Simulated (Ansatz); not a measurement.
# TiAg: which shell does photoemission see at 21.2 and 100 eV? (LDA)

The valence band of TiAg mixes several shells. Work out by hand which one leads the spectrum's area at each photon energy.

Filled states come from the projected DOS of Ansatz 0.2.0 (LDA, plane waves); cross sections σ and asymmetry parameters β are those of free atoms in a Dirac–Hartree–Slater calculation. A shell's area is states × σ × angular factor, which is 1 − β·P₂(cos θ)/2 for unpolarised light, with θ = 90° from the beam and P₂ = -0.500.

**At 21.2 eV** (states counted from 8.9 eV below the zero; other shells add 0.3 to the products' sum of 49.7):

| shell | filled states a cell | cross section (Mb an electron) | β | angular factor | product | share by hand (%) | share in the simulated spectrum (%) |
| --- | --- | --- | --- | --- | --- | --- | --- |
| Ag 4d | 19.56 | 1.87 | -0.30 | 0.93 | 33.9 | 68 | 68 |
| Ti 3d | 5.86 | 2.54 | 0.16 | 1.04 | 15.5 | 31 | 31 |

**At 100 eV** (states counted from 8.9 eV below the zero; other shells add 0.11 to the products' sum of 4.97):

| shell | filled states a cell | cross section (Mb an electron) | β | angular factor | product | share by hand (%) | share in the simulated spectrum (%) |
| --- | --- | --- | --- | --- | --- | --- | --- |
| Ag 4d | 19.56 | 0.0545 | 1.94 | 1.49 | 1.58 | 32 | 32 |
| Ti 3d | 5.86 | 0.441 | 1.06 | 1.27 | 3.28 | 66 | 66 |

Ag 4d leads at 21.2 eV and Ti 3d at 100 eV. Between the two energies σ of Ag 4d changes by a factor 0.029 and that of Ti 3d by 0.17, so their ratio moves 6.0-fold in favour of the second. The simulated spectrum uses the same rule on the energy-resolved DOS, so the two share columns agree within a few points.

Only crystals where the two columns agree within 4 points and the lead is clear are worked in this form. Free-atom cross sections ignore the solid's final states, no escape depth or background enters, and the count of states a shell hangs on the projection.
